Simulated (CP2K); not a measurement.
Two runs for the S L₂,₃ edge of 2-formylthiazole. Run A: CP2K XAS_TDP, all-electron GAPW, PBEh(45%), aug-cc-pVDZ, TDA, ZORA, spin–orbit coupling. Run B differs in one setting.

First lines with a strength over 0.0003. A:

```tsv
atom	energy (eV)	states	strength, one atom
S7 (bonded to 2 C)	164.61	2	0.0004
	164.69	2	0.0019
	165.02	1	0.0019
	165.76	2	0.0017
	166.10	1	0.0037
```

B:

```tsv
atom	energy (eV)	states	strength, one atom
S7 (bonded to 2 C)	167.54	3	0.0003
	167.65	1	0.0019
	167.96	1	0.0019
	168.70	2	0.0017
	169.03	1	0.0036
```

Q: Which was it: GW2X switched on, the functional, the basis?

GW2X switched on. GW2X shifts the lines nearly together; each 2p level gets its own shift. The lowest line over the strength cut lies at 167.54 eV, against 164.61 eV (PBEh(45%), aug-cc-pVDZ).

[Banner, clock and machine lines of the logs are left out without a mark of their own.]

[Logs are printed without paths, hosts, clocks, repeated set-up lines and the standing remarks that a program may print on its own settings, such as how far it seeks lower states.]

[Hosts, paths, dates, database ids (printed as entryN), source tags and the programs' standing remarks are cut or masked in the printed files.]
